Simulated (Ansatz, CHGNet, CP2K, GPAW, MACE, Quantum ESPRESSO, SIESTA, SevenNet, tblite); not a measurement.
## Random packing of Ge88H12 (at. %) (106 atoms): runs against a plane-wave reference

Density of this cell: 5.37 g/cm³. The cell holds 106 atoms: 93 Ge and 13 H. Cell: a = 12.793 Å, b = 12.793 Å, c = 12.793 Å, α = 90.0°, β = 90.0°, γ = 90.0°. 106 atoms (93 Ge, 13 H) packed at random in a cube at 5.37 g/cm³ and pushed apart as soft spheres; a start for melting by ab initio MD, not an equilibrated structure. Then every atom was moved at random, 0.02 Å r.m.s. a Cartesian component (hydrogen 0.6 of that).

Geometry: as built.

The reference, a calculation:

* method: Kohn-Sham DFT, PBE, PAW, plane waves (Ansatz 0.2.0); cutoff 420 eV, Γ point, fermi-dirac smearing of 0.05 eV; PAW set soft_2
* r.m.s. force component: 1.277 eV/Å
* longest force: 5.402 eV/Å
* pressure: 8.304 GPa
* SCF cycles: 10
* time: 37 s on 8 threads of Arm Neoverse V2, shared host
* CPU time: 4.7 min

Runs, in no order:
A. SIESTA PBE, DZ, shift 0.01 Ry, mesh 300 Ry: Kohn-Sham DFT, PBE, PseudoDojo 0.4.1 norm-conserving pseudopotentials (converted to PSML), numerical atomic orbitals (DZ), diagonalisation
B. CP2K PBE, TZV2P-MOLOPT (SR for Ge), 450/50 Ry, diagonalisation: Kohn-Sham DFT, PBE, GTH-PBE pseudopotentials, Gaussian and plane waves, TZV2P-MOLOPT-GTH, diagonalisation
C. CP2K PBE, DZVP-MOLOPT-SR, 225/50 Ry, diagonalisation: Kohn-Sham DFT, PBE, GTH-PBE pseudopotentials, Gaussian and plane waves, DZVP-MOLOPT-SR-GTH, diagonalisation
D. GPAW PBE, LCAO dzp, h 0.15 Å: Kohn-Sham DFT, PBE, PAW, atomic orbitals (dzp)
E. QE PBE, sssp-1.3.0-efficiency, 45/360 Ry: Kohn-Sham DFT, PBE, SSSP efficiency 1.3.0 pseudopotentials, plane waves

**Question.** Rank the runs by how far their forces lie from the reference's, least first.

E, B, C, D, A.

| run | Δ force, r.m.s. (meV/Å) | share of r.m.s. force (%) | CPU time |
| --- | --- | --- | --- |
| E. QE PBE, sssp-1.3.0-efficiency, 45/360 Ry | 2.48 | 0.194 | 34 min |
| B. CP2K PBE, TZV2P-MOLOPT (SR for Ge), 450/50 Ry, diagonalisation | 41.7 | 3.26 | 9.7 min |
| C. CP2K PBE, DZVP-MOLOPT-SR, 225/50 Ry, diagonalisation | 102 | 7.96 | 2.9 min |
| D. GPAW PBE, LCAO dzp, h 0.15 Å | 184 | 14.4 | 12 min |
| A. SIESTA PBE, DZ, shift 0.01 Ry, mesh 300 Ry | 410 | 32.1 | 4.3 min |

The electron count is odd in these runs, and they have no spin polarisation, so the unpaired electron is spread evenly over both spins. The electron count is odd and the run has no spin polarisation, so levels at the top are partly filled by construction. The electronic-structure runs sample only Γ, in a cell whose shortest periodic width is 13 Å, which is coarse for a cell with partly filled levels.

[Hosts, paths, dates, database ids (printed as entryN), source tags and the programs' standing remarks are cut or masked in the printed files.]
